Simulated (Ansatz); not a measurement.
# 1T-TiTe2 monolayer in a perpendicular field, part 3 of 4

Wanted: the out-of-plane response of the 1T-TiTe2 monolayer. A positive field points along +c.

Ansatz 0.2.0; plane-wave DFT, PBE-D3(BJ), Ansatz PAW (the session's first sound run).

So far. Step 7 (Single point, field -0.2 V/Å): The dipole is -0.0803 e·Å. Step 8 (Atoms held, field 0.35 V/Å): The dipole is 0.141 e·Å.

## Step 9: Response, atoms held

This step: plane-wave DFT, PBE-D3(BJ), Ansatz PAW; response to a field along the normal, atoms held (Ansatz 0.2.0).

The dipoles give the slope, and the difference of two potentials shows where the field is screened.

This step gave:

| Property | Result |
| --- | --- |
| equivalent conductor thickness p/(ε₀AE) | 6.195 Å |
| distance between the outer atoms | 3.524 Å |

Dipole of the cell against applied field:

| applied field (V/Å) | dipole of the cell (e·Å) |
| --- | --- |
| -0.200 | -0.0803 |
| -0.100 | -0.0401 |
| 0.000 | -6.8e-6 |
| 0.100 | 0.0401 |
| 0.200 | 0.0803 |
| 0.350 | 0.141 |

Local field over the applied field, running mean. From the potentials at -0.1 and 0.1 V/Å; running mean over 2.5 Å. The local field over applied field by z:

z (Å), local field over applied field and a bar:
```
      4.5      0.997 ##############################
      5.0      0.992 ##############################
      5.5      0.977 #############################
      6.0      0.941 ############################
      6.5      0.862 ##########################
      7.0      0.725 ######################
      7.5      0.553 ################
      8.0      0.377 ###########
      8.5      0.215 ######
      9.0      0.093 ##
      9.5      0.044 #
     10.0      0.032 
     10.5      0.021 
     11.0      0.021 
     11.5      0.032 
     12.0      0.043 #
     12.5      0.090 ##
     13.0      0.207 ######
     13.5      0.369 ###########
     14.0      0.544 ################
     14.5      0.717 #####################
     15.0      0.856 ##########################
     15.5      0.939 ############################
     16.0      0.976 #############################
     16.5      0.991 ##############################
     17.0      0.997 ##############################
```

Electrons, planar mean, per unit field. Induced electron density against z:

```
z (Å)  induced electron density (e/Å³ per V/Å)
 4.04                                   4.2e-6
 4.33                                   8.3e-6
 4.78                                   2.3e-5
 5.08                                   4.3e-5
 5.53                                   1.1e-4
 5.83                                   2.1e-4
 6.28                                   4.9e-4
 6.58                                   8.4e-4
 6.88                                  0.00140
 7.32                                  0.00265
 7.62                                  0.00342
 8.07                                  0.00298
 8.37                                  0.00144
 8.82                                   6.1e-4
 9.12                                   4.1e-4
 9.42                                   5.2e-4
 9.87                                  -1.0e-6
10.16                                  -9.3e-4
10.61                                  -3.5e-4
10.91                                   3.5e-4
11.36                                   9.3e-4
11.66                                   1.0e-6
12.11                                  -5.2e-4
12.41                                  -4.1e-4
12.71                                  -6.1e-4
13.15                                 -0.00144
13.45                                 -0.00298
13.90                                 -0.00342
14.20                                 -0.00265
14.65                                 -0.00140
14.95                                  -8.4e-4
15.25                                  -4.9e-4
15.69                                  -2.1e-4
15.99                                  -1.1e-4
16.44                                  -4.3e-5
16.74                                  -2.3e-5
17.19                                  -8.3e-6
17.49                                  -4.2e-6
```

By hand: between -0.1 and 0.1 V/Å the dipole changes by 0.08026 e·Å, a slope of 0.4013 e·Å²/V. A perfect conductor of thickness t has p = ε₀AEt, so t = 180.95 × 0.4013 / 11.721 = 6.20 Å (e/ε₀ = 180.95 V·Å, A in Å²).

The induced dipole is that of a conductor 6.20 Å thick.

## Step 10: Same geometry, cutoff 420 eV, functional LDA

This step: plane-wave DFT, LDA, Ansatz PAW (Ansatz 0.2.0).

The geometry is kept and the functional is LDA; other changes against the main runs: SCF threshold 1.0e-10 → 1.0e-09 eV, k-mesh 12×12×1 → 6×6×1 and no dispersion term, which doesn't act on the electrons.

input.yaml reads:

```yaml
crystal:
  lattice:
    - [3.6789107935, 0.0, 0.0]
    - [-1.8394553967, 3.1860302054, 0.0]
    - [0.0, 0.0, 21.5239617149]
  atoms:
    - { symbol: Te, position: [0.6666666667, 0.3333333333, 0.4181386363] }
    - { symbol: Ti, position: [0.0, 0.0, 0.5] }
    - { symbol: Te, position: [0.3333333333, 0.6666666667, 0.5818613637] }
kpoints:
  mp_grid: { grid: [6, 6, 1] }
hamiltonian:
  xc: lda
scf:
  occupations: { method: fermi_dirac, width: 0.05 }
  convergence: { dr2_threshold: 1.0e-09 }
efield:
  axis: 3
  dipole_correction: true
  ramp_position: 0.97
  ramp_width: 0.06
  amplitude: 0.1
output:
  write_potential: true
  write_density: true
  volumetric_format: npy
```

On the command line:

```bash
> ansatz run input.yaml --threads 4 --pin off --max-ram 6144MiB --backend cpu --events-out ev --progress --plain --runs-dir out
```

Numbers of over 12 decimals in the logs are rounded to 6 here.

Log:

```text
[...]
Crystal: 3 atoms, lattice volume = 252.285 Å³
Basis set: ecut = 420 eV, 4931 PW (Γ)
Bands: 27, of which v1, the nominal top of the filled ones, is band 22 counted from 1 (21 counted from 0)
Symmetry: 6 space group operations
k-points: 7 of 36 (time reversal used)
[...]
SCF iter   1: F=—  HF=-16107.048753 eV  |F-HF|=—  |Δ(HF+E_count)|=         —  Δρ=1.58e-2  dr2=1.95e0  ethr=3.10e-3  p=0.040 e·Å  D=2.87e-2 V/Å  ΔV_dip=-0.62 eV  dr2_dipole=5.36e-7  V_vac-E_F(+/−)=7.28/5.94 eV  ⟨swp⟩=9.7  Hψ=1082  notcnv=0
[...]
SCF iter  10: F=-16106.587162 eV  HF=-16106.587162 eV  |F-HF|=1.80e-10  |Δ(HF+E_count)|=   1.14e-8  Δρ=4.78e-7  dr2=7.20e-10  ethr=2.27e-12  p=0.040 e·Å  D=2.88e-2 V/Å  ΔV_dip=-0.62 eV  dr2_dipole=1.69e-11  V_vac-E_F(+/−)=5.78/4.44 eV  ⟨swp⟩=5.0  Hψ=592  notcnv=0
SCF 1 converged in 10 iterations: F = -16106.587162 eV  dr2 = 7.20e-10
[...]
SCF converged after 10 iterations
Free energy (F): -16106.587162 eV
[...]
Internal energy: -16106.561852 eV  (E = F + TS)
E sigma→0 (E₀):  -16106.574507 eV
Entropy (-TS):   -0.025310 eV (-8.437 meV/atom)
Fermi energy:    -0.383937 eV
Dipole field:    D = 0.028762 V/Å  (p = 0.040101 e·Å, saw-weighted, corrected)
Work function:   not extracted (applied field tilts the vacuum); planar V_es + V_field profile in the machine report
[...]
--- Band table (eV; the first three rows and the last of 7) ---
  k-point 0: bands = [... 18 lower, -1.6244, -1.6244, 0.0991, 0.1765, 0.1765, 1.0796, 1.0796, 3.2485, ... 1 higher]
  k-point 1: bands = [... 18 lower, -1.6009, -1.4776, -1.2082, -0.3820, 0.0228, 0.9557, 1.3048, 2.1121, ... 1 higher]
  k-point 2: bands = [... 18 lower, -3.2417, -1.7919, -1.7222, -0.7565, -0.3610, 1.1197, 1.1450, 2.3607, ... 1 higher]
  k-point 6: bands = [... 18 lower, -4.0024, -3.1076, -2.2573, -2.2381, 0.8630, 0.9363, 0.9380, 2.2606, ... 1 higher]
```

The job ended after 3.3 s (4 threads of Arm Neoverse N1, shared host; peak memory 0.48 GiB).

This step gave:

```
energy at zero smearing : -16106.5745 eV
dipole along the normal : 0.04010 e·Å
```

The dipole is 0.0401 e·Å.

## Step 11: Same geometry, cutoff 420 eV, functional LDA (run 2)

The same run in the opposite field.

Edit input.yaml of step 10 so:

```diff
@@ -21,3 +21,3 @@
   ramp_width: 0.06
-  amplitude: 0.1
+  amplitude: -0.1
 output:
```

Log:

```text
[...]
Crystal: 3 atoms, lattice volume = 252.285 Å³
Basis set: ecut = 420 eV, 4931 PW (Γ)
Bands: 27, of which v1, the nominal top of the filled ones, is band 22 counted from 1 (21 counted from 0)
Symmetry: 6 space group operations
k-points: 7 of 36 (time reversal used)
[...]
k-point 0: bands = [... 18 lower, -1.6244, -1.6244, 0.0991, 0.1765, 0.1765, 1.0796, 1.0796, 3.2485, ... 1 higher]
  k-point 1: bands = [... 18 lower, -1.6009, -1.4776, -1.2082, -0.3820, 0.0228, 0.9557, 1.3048, 2.1121, ... 1 higher]
  k-point 2: bands = [... 18 lower, -3.2417, -1.7919, -1.7222, -0.7565, -0.3610, 1.1197, 1.1450, 2.3607, ... 1 higher]
  k-point 6: bands = [... 18 lower, -4.0024, -3.1076, -2.2573, -2.2381, 0.8630, 0.9363, 0.9380, 2.2606, ... 1 higher]
[key lines of the parts left out:]
SCF converged after 10 iterations
Free energy (F): -16106.587162 eV
Fermi energy:    -0.383936 eV
Dipole field:    D = -0.028761 V/Å  (p = -0.040099 e·Å, saw-weighted, corrected)
```

Wall time 3.3 s (4 threads); peak memory 0.48 GiB.

The dipole is -0.0401 e·Å.

## Step 12: Response at this level

This step: plane-wave DFT, LDA, Ansatz PAW; response to a field along the normal, atoms held (Ansatz 0.2.0).

The two signs of the field give the slope at this level.

This step gave:

| Property | Result |
| --- | --- |
| equivalent conductor thickness p/(ε₀AE) | 6.191 Å |

The induced dipole is that of a conductor 6.19 Å thick.

## Step 13: Same geometry, cutoff 420 eV, functional PBE

This step: plane-wave DFT, PBE, Ansatz PAW (Ansatz 0.2.0).

The geometry is kept and the functional is PBE; other changes against the main runs: SCF threshold 1.0e-10 → 1.0e-09 eV, k-mesh 12×12×1 → 6×6×1 and no dispersion term, which doesn't act on the electrons.

Edit input.yaml of step 11 so:

```diff
@@ -12,3 +12,3 @@
 hamiltonian:
-  xc: lda
+  xc: pbe
 scf:
@@ -21,3 +21,3 @@
   ramp_width: 0.06
-  amplitude: -0.1
+  amplitude: 0.1
 output:
```

Log:

```text
[...]
Crystal: 3 atoms, lattice volume = 252.285 Å³
Basis set: ecut = 420 eV, 4931 PW (Γ)
Bands: 27, of which v1, the nominal top of the filled ones, is band 22 counted from 1 (21 counted from 0)
Symmetry: 6 space group operations
k-points: 7 of 36 (time reversal used)
[...]
k-point 0: bands = [... 18 lower, -1.3543, -1.3543, 0.4265, 0.4872, 0.4872, 1.3629, 1.3629, 3.5317, ... 1 higher]
  k-point 1: bands = [... 18 lower, -1.3363, -1.2006, -0.9456, -0.0864, 0.3416, 1.2837, 1.6083, 2.4006, ... 1 higher]
  k-point 2: bands = [... 18 lower, -2.9853, -1.5288, -1.4731, -0.4818, -0.0500, 1.4380, 1.4866, 2.6393, ... 1 higher]
  k-point 6: bands = [... 18 lower, -3.7467, -2.8580, -2.0117, -1.9921, 1.2116, 1.2601, 1.2620, 2.5262, ... 1 higher]
[key lines of the parts left out:]
SCF converged after 10 iterations
Free energy (F): -16461.621564 eV
Fermi energy:    -0.080789 eV
Dipole field:    D = 0.028797 V/Å  (p = 0.040149 e·Å, saw-weighted, corrected)
```

It took 3.3 s on 4 threads; peak memory 0.49 GiB.

The dipole is 0.0401 e·Å.

## Step 14: Same geometry, cutoff 420 eV, functional PBE (run 2)

The same run in the opposite field.

Edit input.yaml of step 13 so:

```diff
@@ -21,3 +21,3 @@
   ramp_width: 0.06
-  amplitude: 0.1
+  amplitude: -0.1
 output:
```

Log:

```text
[...]
Crystal: 3 atoms, lattice volume = 252.285 Å³
Basis set: ecut = 420 eV, 4931 PW (Γ)
Bands: 27, of which v1, the nominal top of the filled ones, is band 22 counted from 1 (21 counted from 0)
Symmetry: 6 space group operations
k-points: 7 of 36 (time reversal used)
[...]
k-point 0: bands = [... 18 lower, -1.3543, -1.3543, 0.4265, 0.4872, 0.4872, 1.3629, 1.3629, 3.5317, ... 1 higher]
  k-point 1: bands = [... 18 lower, -1.3363, -1.2006, -0.9456, -0.0864, 0.3416, 1.2837, 1.6083, 2.4006, ... 1 higher]
  k-point 2: bands = [... 18 lower, -2.9853, -1.5288, -1.4731, -0.4818, -0.0500, 1.4380, 1.4866, 2.6393, ... 1 higher]
  k-point 6: bands = [... 18 lower, -3.7467, -2.8580, -2.0117, -1.9921, 1.2116, 1.2601, 1.2620, 2.5262, ... 1 higher]
[key lines of the parts left out:]
SCF converged after 10 iterations
Free energy (F): -16461.621564 eV
Fermi energy:    -0.080788 eV
Dipole field:    D = -0.028794 V/Å  (p = -0.040145 e·Å, saw-weighted, corrected)
```

It took 3.4 s on 4 threads; peak memory 0.48 GiB; 11 s of CPU time.

The dipole is -0.0401 e·Å.

## Step 15: Response at this level

This step: plane-wave DFT, PBE, Ansatz PAW; response to a field along the normal, atoms held (Ansatz 0.2.0).

The induced dipole is that of a conductor 6.20 Å thick.

## Step 16: Same geometry, cutoff 500 eV, functional r2SCAN

This step: plane-wave DFT, r2SCAN, Ansatz PAW (Ansatz 0.2.0).

The geometry is kept and the functional is r2SCAN; other changes against the main runs: SCF threshold 1.0e-10 → 1.0e-09 eV, cutoff 420 → 500, k-mesh 12×12×1 → 6×6×1 and no dispersion term, which doesn't act on the electrons.

Edit input.yaml of step 14 so:

```diff
@@ -12,3 +12,3 @@
 hamiltonian:
-  xc: pbe
+  xc: r2scan
 scf:
@@ -21,3 +21,3 @@
   ramp_width: 0.06
-  amplitude: -0.1
+  amplitude: 0.1
 output:
```

Log:

```text
[...]
Crystal: 3 atoms, lattice volume = 252.285 Å³
Basis set: ecut = 500 eV, 6427 PW (Γ), exchange–correlation on 108×108×640 points (64 copies of the dense FFT grid, shifted against one another)
Bands: 27, of which v1, the nominal top of the filled ones, is band 22 counted from 1 (21 counted from 0)
Symmetry: 6 space group operations
k-points: 7 of 36 (time reversal used)
[...]
k-point 0: bands = [... 18 lower, -1.6489, -1.6489, 0.4245, 0.4245, 0.4644, 1.2206, 1.2206, 3.5153, ... 1 higher]
  k-point 1: bands = [... 18 lower, -1.6463, -1.3950, -1.1760, -0.2259, 0.3386, 1.3046, 1.5504, 2.3853, ... 1 higher]
  k-point 2: bands = [... 18 lower, -3.3036, -1.8517, -1.7602, -0.6946, -0.0599, 1.4202, 1.5489, 2.6084, ... 1 higher]
  k-point 6: bands = [... 18 lower, -4.0686, -3.1779, -2.3417, -2.3201, 1.2690, 1.2710, 1.2847, 2.4497, ... 1 higher]
[key lines of the parts left out:]
SCF converged after 11 iterations
Free energy (F): -16496.370505 eV
Fermi energy:    -0.154750 eV
Dipole field:    D = 0.028442 V/Å  (p = 0.039655 e·Å, saw-weighted, corrected)
```

It took 9.7 s on 4 threads; peak memory 0.87 GiB; 34 s of CPU time.

The dipole is 0.0397 e·Å.

## Step 17: Same geometry, cutoff 500 eV, functional r2SCAN (run 2)

The same run in the opposite field.

Edit input.yaml of step 16 so:

```diff
@@ -21,3 +21,3 @@
   ramp_width: 0.06
-  amplitude: 0.1
+  amplitude: -0.1
 output:
```

Log:

```text
[...]
Crystal: 3 atoms, lattice volume = 252.285 Å³
Basis set: ecut = 500 eV, 6427 PW (Γ), exchange–correlation on 108×108×640 points (64 copies of the dense FFT grid, shifted against one another)
Bands: 27, of which v1, the nominal top of the filled ones, is band 22 counted from 1 (21 counted from 0)
Symmetry: 6 space group operations
k-points: 7 of 36 (time reversal used)
[...]
k-point 0: bands = [... 18 lower, -1.6489, -1.6489, 0.4245, 0.4245, 0.4644, 1.2206, 1.2206, 3.5153, ... 1 higher]
  k-point 1: bands = [... 18 lower, -1.6463, -1.3950, -1.1760, -0.2259, 0.3386, 1.3046, 1.5504, 2.3853, ... 1 higher]
  k-point 2: bands = [... 18 lower, -3.3036, -1.8517, -1.7602, -0.6946, -0.0599, 1.4202, 1.5489, 2.6084, ... 1 higher]
  k-point 6: bands = [... 18 lower, -4.0686, -3.1779, -2.3417, -2.3201, 1.2690, 1.2710, 1.2847, 2.4497, ... 1 higher]
[key lines of the parts left out:]
SCF converged after 11 iterations
Free energy (F): -16496.370505 eV
Fermi energy:    -0.154750 eV
Dipole field:    D = -0.028442 V/Å  (p = -0.039655 e·Å, saw-weighted, corrected)
```

Elapsed: 9.4 s, on 4 threads; peak memory 0.87 GiB; 33 s of CPU time.

The dipole is -0.0397 e·Å.

## Step 18: Response at this level

This step: plane-wave DFT, r2SCAN, Ansatz PAW; response to a field along the normal, atoms held (Ansatz 0.2.0).

The induced dipole is that of a conductor 6.12 Å thick.

## Step 19: Same geometry, cutoff 420 eV, functional HSE06

This step: plane-wave DFT, HSE06, Ansatz PAW (Ansatz 0.2.0).

The geometry is kept and the functional is HSE06; other changes against the main runs: SCF threshold 1.0e-10 → 1.0e-09 eV, k-mesh 12×12×1 → 6×6×1 and no dispersion term, which doesn't act on the electrons.

Edit input.yaml of step 17 so:

```diff
@@ -12,3 +12,3 @@
 hamiltonian:
-  xc: r2scan
+  xc: hse06
 scf:
@@ -21,3 +21,3 @@
   ramp_width: 0.06
-  amplitude: -0.1
+  amplitude: 0.1
 output:
```

Log:

```text
[...]
Crystal: 3 atoms, lattice volume = 252.285 Å³
Basis set: ecut = 420 eV, 4931 PW (Γ)
Bands: 27, of which v1, the nominal top of the filled ones, is band 22 counted from 1 (21 counted from 0)
Symmetry: 6 space group operations
k-points: 7 of 36 (time reversal used)
[...]
k-point 0: bands = [... 18 lower, -1.9783, -1.9783, 0.6610, 0.6610, 0.8377, 1.2739]
  k-point 1: bands = [... 18 lower, -1.9819, -1.6111, -1.3881, -0.2423, 0.6289, 1.6918]
  k-point 2: bands = [... 18 lower, -3.7103, -2.2068, -2.0399, -0.8431, 0.1446, 1.8913]
  k-point 6: bands = [... 18 lower, -4.5534, -3.5772, -2.7039, -2.6815, 1.7169, 1.7207]
  guard bands above this table: 3 of the run's 27 bands. The solve was not asked for them (output.publish_guard_bands: true or output.eigenvalues: true publishes all)
[key lines of the parts left out:]
Free energy (F): -16470.082637 eV
Fermi energy:    -0.036163 eV
Dipole field:    D = 0.028391 V/Å  (p = 0.039583 e·Å, saw-weighted, corrected)
```

Run time: 55 s. Hardware: 4 threads; peak memory 3 GiB; 3.3 min of CPU time.

The dipole is 0.0396 e·Å.

## Step 20: Same geometry, cutoff 420 eV, functional HSE06 (run 2)

The same run in the opposite field.

Edit input.yaml of step 19 so:

```diff
@@ -21,3 +21,3 @@
   ramp_width: 0.06
-  amplitude: 0.1
+  amplitude: -0.1
 output:
```

Log:

```text
[...]
Crystal: 3 atoms, lattice volume = 252.285 Å³
Basis set: ecut = 420 eV, 4931 PW (Γ)
Bands: 27, of which v1, the nominal top of the filled ones, is band 22 counted from 1 (21 counted from 0)
Symmetry: 6 space group operations
k-points: 7 of 36 (time reversal used)
[...]
--- Band table (eV; the first three rows and the last of 7) ---
  k-point 0: bands = [... 18 lower, -1.9783, -1.9783, 0.6610, 0.6610, 0.8377, 1.2739]
  k-point 1: bands = [... 18 lower, -1.9819, -1.6111, -1.3881, -0.2423, 0.6289, 1.6918]
  k-point 2: bands = [... 18 lower, -3.7103, -2.2068, -2.0399, -0.8431, 0.1446, 1.8913]
  k-point 6: bands = [... 18 lower, -4.5534, -3.5772, -2.7039, -2.6815, 1.7169, 1.7207]
[...]
[key lines of the parts left out:]
Free energy (F): -16470.082637 eV
Fermi energy:    -0.036163 eV
Dipole field:    D = -0.028391 V/Å  (p = -0.039583 e·Å, saw-weighted, corrected)
```

It took 54 s on 4 threads; peak memory 3 GiB.

The dipole is -0.0396 e·Å.

## Step 21: Comparing the runs

Times are for 4 threads of Arm Neoverse N1, shared host. The series side by side:

| no. | functional | field | dipole along the normal (e·Å) | time | memory (GiB) |
| --- | --- | --- | --- | --- | --- |
| 1 | lda | 0.1 V/Å | 0.04010 | 3.3 s | 0.48 |
| 2 | lda | -0.1 V/Å | -0.04010 | 3.3 s | 0.48 |
| 3 | pbe | 0.1 V/Å | 0.04015 | 3.3 s | 0.49 |
| 4 | pbe | -0.1 V/Å | -0.04015 | 3.4 s | 0.48 |
| 5 | r2scan | 0.1 V/Å | 0.03965 | 9.7 s | 0.87 |
| 6 | r2scan | -0.1 V/Å | -0.03965 | 9.4 s | 0.87 |
| 7 | hse06 | 0.1 V/Å | 0.03958 | 55 s | 3.0 |
| 8 | hse06 | -0.1 V/Å | -0.03958 | 54 s | 3.0 |

(Part 3 of 4 ends here.)

[Logs are printed without paths, hosts, clocks, repeated set-up lines and the standing remarks that a program may print on its own settings, such as how far it seeks lower states.]

[Hosts, paths, dates, database ids (printed as entryN), source tags and the programs' standing remarks are cut or masked in the printed files.]

[Maps of the electrostatic potential energy from Ansatz leave out the sawtooth potential of an applied field or a dipole correction, so their vacuum need not be flat; planar profiles and work functions include it.]
